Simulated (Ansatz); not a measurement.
# Preparing MgI2 (P-3m1) as a host crystal, part 3 of 3

Aim: the runs on the perfect crystal MgI2 (P-3m1) that a defect calculation needs first.

Ansatz 0.2.0; plane-wave PAW DFT, PBEsol; relaxation of the host's cell and atoms; PAW set soft_1 (the session's first sound run).

So far. Step 3 (Dielectric tensors of the host): The principal values of the electronic dielectric tensor are 3.81, 4.46 and 4.46. The principal values of the static dielectric tensor are 4.48, 8.67 and 8.67.

### 5. Defect free supercell relaxed from displaced atoms

This step: plane-wave PAW DFT, PBEsol; relaxation of the defect-free supercell from random displacements, a test of the host's stability; PAW set soft_1 (Ansatz 0.2.0).

The input, pristine.rattled/input.yaml:

```yaml
crystal:
  lattice:
    - [12.389360463, 8.52e-08, 0.0]
    - [-6.1946803053, 10.7295008549, 0.0]
    - [0.0, 0.0, 14.0513739065]
  atoms:
    - { symbol: Mg, position: [0.0, 0.0, 0.0] }
    - { symbol: I, position: [0.1111111111, 0.2222222222, 0.1187737632] }
    - { symbol: I, position: [0.2222222222, 0.1111111111, 0.3812262368] }
    - { symbol: Mg, position: [0.0, 0.0, 0.5] }
    - { symbol: I, position: [0.1111111111, 0.2222222222, 0.6187737632] }
    - { symbol: I, position: [0.2222222222, 0.1111111111, 0.8812262368] }
    - { symbol: Mg, position: [0.0, 0.3333333333, 0.0] }
    - { symbol: I, position: [0.1111111111, 0.5555555556, 0.1187737632] }
    - { symbol: I, position: [0.2222222222, 0.4444444444, 0.3812262368] }
    - { symbol: Mg, position: [0.0, 0.3333333333, 0.5] }
    - { symbol: I, position: [0.1111111111, 0.5555555556, 0.6187737632] }
    - { symbol: I, position: [0.2222222222, 0.4444444444, 0.8812262368] }
    - { symbol: Mg, position: [0.0, 0.6666666667, 0.0] }
    - { symbol: I, position: [0.1111111111, 0.8888888889, 0.1187737632] }
    - { symbol: I, position: [0.2222222222, 0.7777777778, 0.3812262368] }
    - { symbol: Mg, position: [0.0, 0.6666666667, 0.5] }
    - { symbol: I, position: [0.1111111111, 0.8888888889, 0.6187737632] }
    - { symbol: I, position: [0.2222222222, 0.7777777778, 0.8812262368] }
    - { symbol: Mg, position: [0.3333333333, 0.0, 0.0] }
    - { symbol: I, position: [0.4444444444, 0.2222222222, 0.1187737632] }
    - { symbol: I, position: [0.5555555556, 0.1111111111, 0.3812262368] }
    - { symbol: Mg, position: [0.3333333333, 0.0, 0.5] }
    - { symbol: I, position: [0.4444444444, 0.2222222222, 0.6187737632] }
    - { symbol: I, position: [0.5555555556, 0.1111111111, 0.8812262368] }
    - { symbol: Mg, position: [0.3333333333, 0.3333333333, 0.0] }
    - { symbol: I, position: [0.4444444444, 0.5555555556, 0.1187737632] }
    - { symbol: I, position: [0.5555555556, 0.4444444444, 0.3812262368] }
    - { symbol: Mg, position: [0.3333333333, 0.3333333333, 0.5] }
    - { symbol: I, position: [0.4444444444, 0.5555555556, 0.6187737632] }
    - { symbol: I, position: [0.5555555556, 0.4444444444, 0.8812262368] }
    - { symbol: Mg, position: [0.3333333333, 0.6666666667, 0.0] }
    - { symbol: I, position: [0.4444444444, 0.8888888889, 0.1187737632] }
    - { symbol: I, position: [0.5555555556, 0.7777777778, 0.3812262368] }
    - { symbol: Mg, position: [0.3333333333, 0.6666666667, 0.5] }
    - { symbol: I, position: [0.4444444444, 0.8888888889, 0.6187737632] }
    - { symbol: I, position: [0.5555555556, 0.7777777778, 0.8812262368] }
    - { symbol: Mg, position: [0.6666666667, 0.0, 0.0] }
    - { symbol: I, position: [0.7777777778, 0.2222222222, 0.1187737632] }
    - { symbol: I, position: [0.8888888889, 0.1111111111, 0.3812262368] }
    - { symbol: Mg, position: [0.6666666667, 0.0, 0.5] }
    - { symbol: I, position: [0.7777777778, 0.2222222222, 0.6187737632] }
    - { symbol: I, position: [0.8888888889, 0.1111111111, 0.8812262368] }
    - { symbol: Mg, position: [0.6666666667, 0.3333333333, 0.0] }
    - { symbol: I, position: [0.7777777778, 0.5555555556, 0.1187737632] }
    - { symbol: I, position: [0.8888888889, 0.4444444444, 0.3812262368] }
    - { symbol: Mg, position: [0.6666666667, 0.3333333333, 0.5] }
    - { symbol: I, position: [0.7777777778, 0.5555555556, 0.6187737632] }
    - { symbol: I, position: [0.8888888889, 0.4444444444, 0.8812262368] }
    - { symbol: Mg, position: [0.6666666667, 0.6666666667, 0.0] }
    - { symbol: I, position: [0.7777777778, 0.8888888889, 0.1187737632] }
    - { symbol: I, position: [0.8888888889, 0.7777777778, 0.3812262368] }
    - { symbol: Mg, position: [0.6666666667, 0.6666666667, 0.5] }
    - { symbol: I, position: [0.7777777778, 0.8888888889, 0.6187737632] }
    - { symbol: I, position: [0.8888888889, 0.7777777778, 0.8812262368] }
basis:
  ecutwfc: 420
  xc_grid: 2
hamiltonian:
  xc: pbesol
  pseudopotentials: { kind: paw, azcp: { folder: soft_1 }, xc_functional: pbe }
kpoints:
  mp_grid: { grid: [1, 1, 1] }
scf:
  occupations: { method: fermi_dirac, width: 0.01 }
  max_iter: 100
  lower_state_search: "off"
output:
  forces: true
relax:
  f_tol: 0.015
  max_steps: 120
  random_displacement: { amplitude: 0.06, seed: 2059 }
checkpoint:
  write: "../pristine.rattled.run"
  compress: false
  write_wavefunctions: false
  write_every: 100000
```

Launch:

```
$ ansatz run input.yaml --threads 5 --pin off --max-ram 65945MiB --backend cuda --events-out ev --progress --plain --runs-dir out
```

Numbers of over 12 decimals in the logs are rounded to 6 here.

Log:

```text
[...]
GPU FFT provider: cuFFT
GPU libraries: cuBLAS 13.8.2, cuFFT 12.4.0, cuSOLVER 12.3.4
Crystal: 54 atoms, lattice volume = 1867.872 Å³
Basis set: ecut = 420 eV, 36557 PW (Γ), exchange–correlation on 180×180×192 points (8 copies of the dense FFT grid, shifted against one another)
Bands: 476, of which v1, the nominal top of the filled ones, is band 396 counted from 1 (395 counted from 0)
Symmetry: 1 space group operations
k-points: 1
[...]
GPU buffer pool allocated for 777600 grid points (all kernels)
[...]
SCF iter   1: F=—  HF=-302055.851329 eV  |F-HF|=—  |Δ(HF+E_count)|=         —  Δρ=3.99e-2  dr2=6.99e1  ethr=3.10e-3  ⟨swp⟩=7.0  Hψ=2149  notcnv=0  defer=48
[...]
SCF iter   9: F=-302037.431620 eV  HF=-302037.431619 eV  |F-HF|=8.27e-7  |Δ(HF+E_count)|=   1.05e-5  Δρ=3.58e-6  dr2=3.55e-7  ethr=7.10e-10  ⟨swp⟩=4.0  Hψ=1362  notcnv=0
SCF 1 converged in 9 iterations: F = -302037.431620 eV  dr2 = 3.55e-7
[...]
relax step   1: F+E_penalty+E_count = -302037.43162029 eV  Δ(F+E_penalty+E_count) = +0.000e0 eV  max|allowed force component| = 3.009e-1 eV/Å  Δτ_max = 0.0000 Å  (9 SCF iters, dr2 threshold 5.63e-6 eV, accepted)
[...]
relax step   2: F+E_penalty+E_count = -302037.59580877 eV  Δ(F+E_penalty+E_count) = -1.642e-1 eV  max|allowed force component| = 1.632e-1 eV/Å  Δτ_max = 0.1295 Å  (6 SCF iters, dr2 threshold 5.66e-6 eV, accepted)
relax step   3: F+E_penalty+E_count = -302037.71090589 eV  Δ(F+E_penalty+E_count) = -1.151e-1 eV  max|allowed force component| = 6.546e-3 eV/Å  Δτ_max = 0.0730 Å  (6 SCF iters, dr2 threshold 1.66e-6 eV, accepted)
[...]
SCF iter   3: F=-302037.710906 eV  HF=-302037.710906 eV  |F-HF|=3.67e-8  |Δ(HF+E_count)|=   3.50e-7  Δρ=8.69e-7  dr2=3.86e-8  ethr=1.26e-11  ⟨swp⟩=2.0  Hψ=1374  notcnv=0
SCF 4 converged in 3 iterations: F = -302037.710906 eV  dr2 = 3.86e-8
relax step   4: F+E_penalty+E_count = -302037.71090609 eV  Δ(F+E_penalty+E_count) = -1.972e-7 eV  max|allowed force component| = 6.543e-3 eV/Å  Δτ_max = 0.0000 Å  (3 SCF iters, accepted)
SCF converged after 3 iterations
Free energy (F): -302037.710906 eV
[...]
Internal energy: -302037.710906 eV  (E = F + TS)
E sigma→0 (E₀):  -302037.710906 eV
Fermi energy:    6.563732 eV
[...]
--- Forces (eV/Å), atoms counted from 1 ---
  atom   1  Mg     0.00162065    -0.00382609     0.00021662
  atom   2  I      0.00237003    -0.00256040    -0.00340275
  atom   3  I     -0.00059450     0.00018818     0.00129295
  atom   4  Mg    -0.00035286     0.00229456    -0.00162426
  atom   5  I     -0.00309971     0.00027307     0.00246428
  atom   6  I     -0.00218497    -0.00121614     0.00249092
  atom   7  Mg     0.00381711    -0.00117996    -0.00012597
  atom   8  I     -0.00035129     0.00032435    -0.00523653
  atom   9  I     -0.00183634     0.00059013    -0.00268926
  atom  10  Mg    -0.00026061     0.00110813    -0.00286965
  atom  11  I     -0.00072514     0.00067667    -0.00140118
  atom  12  I      0.00348947     0.00164898     0.00494497
  atom  13  Mg    -0.00449520    -0.00003503    -0.00049190
  atom  14  I     -0.00083887    -0.00148063     0.00325562
  atom  15  I      0.00250334    -0.00076504     0.00531597
  atom  16  Mg    -0.00189780    -0.00360941     0.00167635
  atom  17  I     -0.00025133    -0.00151889    -0.00226964
  atom  18  I     -0.00204210    -0.00111036     0.00471601
  atom  19  Mg    -0.00120739    -0.00349761     0.00625484
  atom  20  I      0.00093014    -0.00060446     0.00086314
  atom  21  I     -0.00282609    -0.00131344    -0.00281557
  atom  22  Mg    -0.00092162    -0.00151938     0.00654320
  atom  23  I     -0.00103330     0.00271418    -0.00244898
  atom  24  I     -0.00334590     0.00100862     0.00077897
  atom  25  Mg     0.00343376    -0.00178382    -0.00476917
  atom  26  I      0.00158248    -0.00054046    -0.00122755
  atom  27  I      0.00209614    -0.00152282     0.00289197
  atom  28  Mg    -0.00191581     0.00107533    -0.00400565
  atom  29  I      0.00281745    -0.00068448    -0.00049631
  atom  30  I     -0.00168538     0.00359030     0.00072650
  atom  31  Mg     0.00494241     0.00471791    -0.00259421
  atom  32  I      0.00191956     0.00411014     0.00190956
  atom  33  I     -0.00096105     0.00422695     0.00274264
  atom  34  Mg     0.00064702    -0.00370479    -0.00046187
  atom  35  I     -0.00066046    -0.00163014    -0.00257083
  atom  36  I      0.00489288     0.00160153    -0.00085207
  atom  37  Mg    -0.00002785     0.00315478    -0.00373818
  atom  38  I     -0.00173079     0.00155510    -0.00037945
  atom  39  I      0.00049342    -0.00150996    -0.00009339
  atom  40  Mg    -0.00457122     0.00370030     0.00016190
  atom  41  I      0.00243187     0.00269674     0.00312552
  atom  42  I      0.00144261    -0.00334449    -0.00087039
  atom  43  Mg    -0.00283678    -0.00042165    -0.00341208
  atom  44  I     -0.00185272    -0.00468592     0.00085382
  atom  45  I      0.00314959    -0.00103593    -0.00118508
  atom  46  Mg     0.00181021    -0.00416038    -0.00397122
  atom  47  I      0.00042948    -0.00489649    -0.00017287
  atom  48  I      0.00071051     0.00014501     0.00304194
  atom  49  Mg     0.00152674     0.00369614     0.00552042
  atom  50  I     -0.00118317     0.00002257    -0.00192465
  atom  51  I     -0.00017489     0.00184672    -0.00068577
  atom  52  Mg     0.00157458     0.00190482     0.00159076
  atom  53  I     -0.00171217     0.00502746    -0.00353109
  atom  54  I     -0.00305518     0.00024906    -0.00104913
  max |Σ_I F_I| component: 1.22e-5 eV/Å
--- Relaxed structure (4 steps of the walk, 4 accepted, 0 SCFs on fresh bases) ---
  F+E_penalty+E_count = -302037.71090609 eV   max|allowed force component| = 6.543e-3 eV/Å
  atoms:
    - { symbol: Mg, position: [-0.000832, 0.000433, 0.000183] }
    - { symbol: I, position: [0.110063, 0.222482, 0.118774] }
    - { symbol: I, position: [0.222071, 0.111270, 0.382060] }
    - { symbol: Mg, position: [-0.000218, -0.000142, 0.500504] }
    - { symbol: I, position: [0.110877, 0.222078, 0.618834] }
    - { symbol: I, position: [0.221461, 0.111608, 0.881769] }
    - { symbol: Mg, position: [-0.001248, 0.333477, 0.000456] }
    - { symbol: I, position: [0.109994, 0.555688, 0.118824] }
    - { symbol: I, position: [0.221930, 0.444398, 0.382403] }
    - { symbol: Mg, position: [-0.000270, 0.333342, 0.500702] }
    - { symbol: I, position: [0.110920, 0.555747, 0.618800] }
    - { symbol: I, position: [0.220846, 0.444338, 0.881942] }
    - { symbol: Mg, position: [-0.000565, 0.667044, 0.000105] }
    - { symbol: I, position: [0.110596, 0.889412, 0.118164] }
    - { symbol: I, position: [0.222019, 0.777920, 0.381758] }
    - { symbol: Mg, position: [5.3114593505654284e-5, 0.667015, 0.500365] }
    - { symbol: I, position: [0.111289, 0.889145, 0.618655] }
    - { symbol: I, position: [0.221442, 0.777914, 0.881598] }
    - { symbol: Mg, position: [0.332720, 0.000434, -0.000292] }
    - { symbol: I, position: [0.443540, 0.222360, 0.118505] }
    - { symbol: I, position: [0.555810, 0.111417, 0.382223] }
    - { symbol: Mg, position: [0.333406, 0.000235, 0.499970] }
    - { symbol: I, position: [0.444274, 0.222150, 0.618876] }
    - { symbol: I, position: [0.555108, 0.111286, 0.881983] }
    - { symbol: Mg, position: [0.332232, 0.333568, 0.000472] }
    - { symbol: I, position: [0.443464, 0.555689, 0.118594] }
    - { symbol: I, position: [0.555190, 0.444397, 0.382156] }
    - { symbol: Mg, position: [0.333162, 0.333298, 0.500719] }
    - { symbol: I, position: [0.444065, 0.555655, 0.618814] }
    - { symbol: I, position: [0.554533, 0.444247, 0.881998] }
    - { symbol: Mg, position: [0.331852, 0.666383, 0.000314] }
    - { symbol: I, position: [0.443090, 0.888728, 0.118441] }
    - { symbol: I, position: [0.555243, 0.777599, 0.381951] }
    - { symbol: Mg, position: [0.333089, 0.666901, 0.500369] }
    - { symbol: I, position: [0.444294, 0.889024, 0.618602] }
    - { symbol: I, position: [0.554231, 0.777589, 0.882020] }
    - { symbol: Mg, position: [0.665526, -0.000340, 0.000592] }
    - { symbol: I, position: [0.776718, 0.222119, 0.118848] }
    - { symbol: I, position: [0.888782, 0.111157, 0.382238] }
    - { symbol: Mg, position: [0.666612, -0.000263, 0.500414] }
    - { symbol: I, position: [0.777455, 0.222072, 0.618785] }
    - { symbol: I, position: [0.887773, 0.111268, 0.882149] }
    - { symbol: Mg, position: [0.665951, 0.333525, 0.000543] }
    - { symbol: I, position: [0.777186, 0.556053, 0.118462] }
    - { symbol: I, position: [0.888622, 0.444599, 0.382354] }
    - { symbol: Mg, position: [0.666555, 0.333691, 0.500762] }
    - { symbol: I, position: [0.777733, 0.555978, 0.618832] }
    - { symbol: I, position: [0.887945, 0.444627, 0.881969] }
    - { symbol: Mg, position: [0.665620, 0.666567, -8.08379471456602e-5] }
    - { symbol: I, position: [0.776881, 0.888753, 0.118581] }
    - { symbol: I, position: [0.888611, 0.777777, 0.382118] }
    - { symbol: Mg, position: [0.666213, 0.666506, 0.500381] }
    - { symbol: I, position: [0.777480, 0.888578, 0.618855] }
    - { symbol: I, position: [0.888156, 0.778076, 0.881868] }
```

The job ended after 3.6 s (1 × NVIDIA H100 80GB HBM3 with 5 threads of AMD EPYC 7R13 (Zen 3), shared host; peak memory 1.3 GiB; 6.3 s of CPU time).

Relaxation path:

| step | energy less that of the first step (eV) | largest force component (eV/Å) |
| --- | --- | --- |
| 1 | 0.0000 | 0.3009 |
| 2 | -0.1642 | 0.1632 |
| 3 | -0.2793 | 0.0065 |
| 4 | -0.2793 | 0.0065 |

The atoms that moved most (Å, from the sites as typed, ahead of the random displacement, the mean shift of all atoms taken out):

| atom | dx | dy | dz | length |
| --- | --- | --- | --- | --- |
| I14 | -0.002 | 0.005 | -0.014 | 0.015 |
| I32 | -0.008 | -0.003 | -0.010 | 0.013 |
| I21 | 0.009 | 0.002 | 0.009 | 0.013 |
| I9 | 0.004 | -0.001 | 0.012 | 0.012 |
| I45 | 0.003 | 0.001 | 0.011 | 0.011 |
| I39 | 0.006 | 0.000 | 0.009 | 0.011 |
| I42 | -0.007 | 0.001 | 0.008 | 0.011 |
| I44 | -0.003 | 0.004 | -0.009 | 0.011 |

The relaxation ends 5.2 meV an atom lower than the displaced start, with a largest force component of 0.0065 eV/Å.

### 6. Host on a dense mesh

This step: plane-wave PAW DFT, PBEsol; single point of the defect-free host, a test of the k-point sampling; PAW set soft_1 (Ansatz 0.2.0).

System of this step: MgI2 (P-3m1). The structure is trigonal, space group P-3m1 (No. 164). The conventional cell has a = 4.130 Å, b = 4.130 Å, c = 7.026 Å, α = 90.00°, β = 90.00°, γ = 120.00°. Nearest to Mg lie 6 I at 2.91 Å. Nearest to I lie 3 Mg at 2.91 Å. Farther neighbours and most contacts between anions are not listed.

The input, dense/input.yaml:

```yaml
crystal:
  lattice:
    - [4.129786821, 2.84e-08, 0.0]
    - [-2.0648934351, 3.576500285, 0.0]
    - [0.0, 0.0, 7.0256869532]
  atoms:
    - { symbol: Mg, position: [0.0, 0.0, 0.0] }
    - { symbol: I, position: [0.3333333333, 0.6666666667, 0.2375475264] }
    - { symbol: I, position: [0.6666666667, 0.3333333333, 0.7624524736] }
basis:
  ecutwfc: 420
  xc_grid: 2
hamiltonian:
  xc: pbesol
  pseudopotentials: { kind: paw, azcp: { folder: soft_1 }, xc_functional: pbe }
kpoints:
  mp_grid: { grid: [8, 8, 4] }
scf:
  occupations: { method: fermi_dirac, width: 0.01 }
  max_iter: 100
  lower_state_search: "off"
checkpoint:
  write: "../dense.run"
  compress: false
  write_wavefunctions: false
  write_every: 100000
```

Launch:

```
$ ansatz run input.yaml --threads 5 --pin off --max-ram 65945MiB --backend cpu --events-out ev --progress --plain --runs-dir out
```

Log:

```text
[...]
Crystal: 3 atoms, lattice volume = 103.771 Å³
Basis set: ecut = 420 eV, 2027 PW (Γ), exchange–correlation on 60×60×96 points (8 copies of the dense FFT grid, shifted against one another)
Bands: 26, of which v1, the nominal top of the filled ones, is band 22 counted from 1 (21 counted from 0)
Symmetry: 12 space group operations
[...]
k-points: 35 of 256
[...]
SCF iter   1: F=—  HF=-16781.091121 eV  |F-HF|=—  |Δ(HF+E_count)|=         —  Δρ=4.01e-2  dr2=3.98e0  ethr=3.10e-3  ⟨swp⟩=8.6  Hψ=5241  notcnv=0
[...]
SCF iter   8: F=-16780.022811 eV  HF=-16780.022811 eV  |F-HF|=1.10e-7  |Δ(HF+E_count)|=   1.38e-6  Δρ=5.82e-6  dr2=3.97e-8  ethr=2.27e-10  ⟨swp⟩=3.0  Hψ=2205  notcnv=0
SCF 1 converged in 8 iterations: F = -16780.022811 eV  dr2 = 3.97e-8
[...]
SCF converged after 8 iterations
Free energy (F): -16780.022811 eV
[...]
Internal energy: -16780.022811 eV  (E = F + TS)
E sigma→0 (E₀):  -16780.022811 eV
Fermi energy:    6.454772 eV
[...]
```

Elapsed: 0.74 s, on 5 threads; peak memory 0.43 GiB; 2.8 s of CPU time.

### 7. Defect free supercell at the zone centre

The supercell is run at the zone centre, to see how far that sampling misses the dense mesh.

System of this step: MgI2 (P-3m1). The cell holds 54 atoms: 18 Mg and 36 I. Cell: a = 12.389 Å, b = 12.389 Å, c = 14.051 Å, α = 90.0°, β = 90.0°, γ = 120.0°.

pristine.sampling_gamma/input.yaml, as its differences from pristine.rattled/input.yaml of step 5:

```diff
@@ -72,10 +72,4 @@
   lower_state_search: "off"
-output:
-  forces: true
-relax:
-  f_tol: 0.015
-  max_steps: 120
-  random_displacement: { amplitude: 0.06, seed: 2059 }
 checkpoint:
-  write: "../pristine.rattled.run"
+  write: "../pristine.sampling_gamma.run"
   compress: false
```

Launch:

```
$ ansatz run input.yaml --threads 5 --pin off --max-ram 65945MiB --backend cuda --events-out ev --progress --plain --runs-dir out
```

Log:

```text
[...]
GPU FFT provider: cuFFT
GPU libraries: cuBLAS 13.8.2, cuFFT 12.4.0, cuSOLVER 12.3.4
Crystal: 54 atoms, lattice volume = 1867.872 Å³
Basis set: ecut = 420 eV, 36557 PW (Γ), exchange–correlation on 180×180×192 points (8 copies of the dense FFT grid, shifted against one another)
Bands: 450, of which v1, the nominal top of the filled ones, is band 396 counted from 1 (395 counted from 0)
Symmetry: 216 space group operations
[...]
k-points: 1
[...]
GPU buffer pool allocated for 777600 grid points (all kernels)
[...]
SCF iter   1: F=—  HF=-302056.177368 eV  |F-HF|=—  |Δ(HF+E_count)|=         —  Δρ=3.99e-2  dr2=7.03e1  ethr=3.10e-3  ⟨swp⟩=7.0  Hψ=2023  notcnv=0  defer=6
[...]
SCF iter  10: F=-302037.707618 eV  HF=-302037.707618 eV  |F-HF|=8.15e-9  |Δ(HF+E_count)|=   1.38e-7  Δρ=7.61e-7  dr2=1.27e-8  ethr=1.26e-11  ⟨swp⟩=3.0  Hψ=940  notcnv=0
SCF 1 converged in 10 iterations: F = -302037.707618 eV  dr2 = 1.27e-8
[...]
SCF converged after 10 iterations
Free energy (F): -302037.707618 eV
[...]
Internal energy: -302037.707618 eV  (E = F + TS)
E sigma→0 (E₀):  -302037.707618 eV
Fermi energy:    6.561972 eV
[...]
```

The job ended after 1.9 s (1 × NVIDIA H100 80GB HBM3 with 5 threads; peak memory 1.2 GiB).

### 8. Defect free supercell at the quarter point

The supercell is run at one point off the zone centre, to see how far that sampling misses the dense mesh.

pristine.sampling_quarter/input.yaml, as its differences from pristine.sampling_gamma/input.yaml of step 7:

```diff
@@ -67,3 +67,3 @@
 kpoints:
-  mp_grid: { grid: [1, 1, 1] }
+  mp_grid: { grid: [1, 1, 1], shift: [0.25, 0.25, 0.25] }
 scf:
@@ -73,3 +73,3 @@
 checkpoint:
-  write: "../pristine.sampling_gamma.run"
+  write: "../pristine.sampling_quarter.run"
   compress: false
```

Log:

```text
[...]
GPU FFT provider: cuFFT
GPU libraries: cuBLAS 13.8.2, cuFFT 12.4.0, cuSOLVER 12.3.4
Crystal: 54 atoms, lattice volume = 1867.872 Å³
Basis set: ecut = 420 eV, 36557 PW (Γ), exchange–correlation on 180×180×192 points (8 copies of the dense FFT grid, shifted against one another)
Bands: 450, of which v1, the nominal top of the filled ones, is band 396 counted from 1 (395 counted from 0)
Symmetry: 36 space group operations
k-points: 1
[...]
GPU buffer pool allocated for 777600 grid points (all kernels)
[...]
SCF iter   1: F=—  HF=-302060.763638 eV  |F-HF|=—  |Δ(HF+E_count)|=         —  Δρ=4.03e-2  dr2=7.33e1  ethr=3.10e-3  ⟨swp⟩=6.0  Hψ=1919  notcnv=0  defer=30
[...]
SCF iter  10: F=-302041.292178 eV  HF=-302041.292178 eV  |F-HF|=5.70e-9  |Δ(HF+E_count)|=   1.03e-7  Δρ=7.02e-7  dr2=1.09e-8  ethr=1.26e-11  ⟨swp⟩=3.0  Hψ=879  notcnv=0
SCF 1 converged in 10 iterations: F = -302041.292178 eV  dr2 = 1.09e-8
[...]
SCF converged after 10 iterations
Free energy (F): -302041.292178 eV
[...]
Internal energy: -302041.292178 eV  (E = F + TS)
E sigma→0 (E₀):  -302041.292178 eV
Fermi energy:    6.490502 eV
[...]
```

It took 1.9 s on 1 × NVIDIA H100 80GB HBM3 with 5 threads; peak memory 1.3 GiB; 2.7 s of CPU time.

### 9. Results

```json
{
  "primitive cell vectors, lengths": "4.130, 4.130, 7.026 Å",
  "electronic dielectric constant": "principal values (3.81, 4.46, 4.46)",
  "static dielectric constant": "principal values (4.48, 8.67, 8.67)",
  "gap on the k-mesh of the response run (PBEsol)": "3.58 eV",
  "supercell relaxed in its symmetry less the displaced and relaxed one": "0.000 eV",
  "energy an atom at the zone centre alone less that on the dense mesh": "0.050 eV",
  "energy an atom at one point at (¼, ¼, ¼) less that on the dense mesh": "-0.016 eV"
}
```

In words: Step 5: The energy fell by 0.279 eV from the randomly displaced start; against the sites as typed, I14 ends farthest off, by 0.01 Å, once the mean shift is taken out. The displaced cell ends within 0.01 eV of the symmetric one relaxed in its symmetry, so no lower structure shows in this supercell. The k-mesh can miss the band edges, so this gap is an upper bound at this level. All at zero temperature.

[Logs are printed without paths, hosts, clocks, repeated set-up lines and the standing remarks that a program may print on its own settings, such as how far it seeks lower states.]

[Hosts, paths, dates, database ids (printed as entryN), source tags and the programs' standing remarks are cut or masked in the printed files.]

[Runs of the host that timed out are not shown.]

[For some hosts the program warned that the k-mesh of the response run may be too coarse for force constants and the static dielectric constant; such warnings are not always shown.]
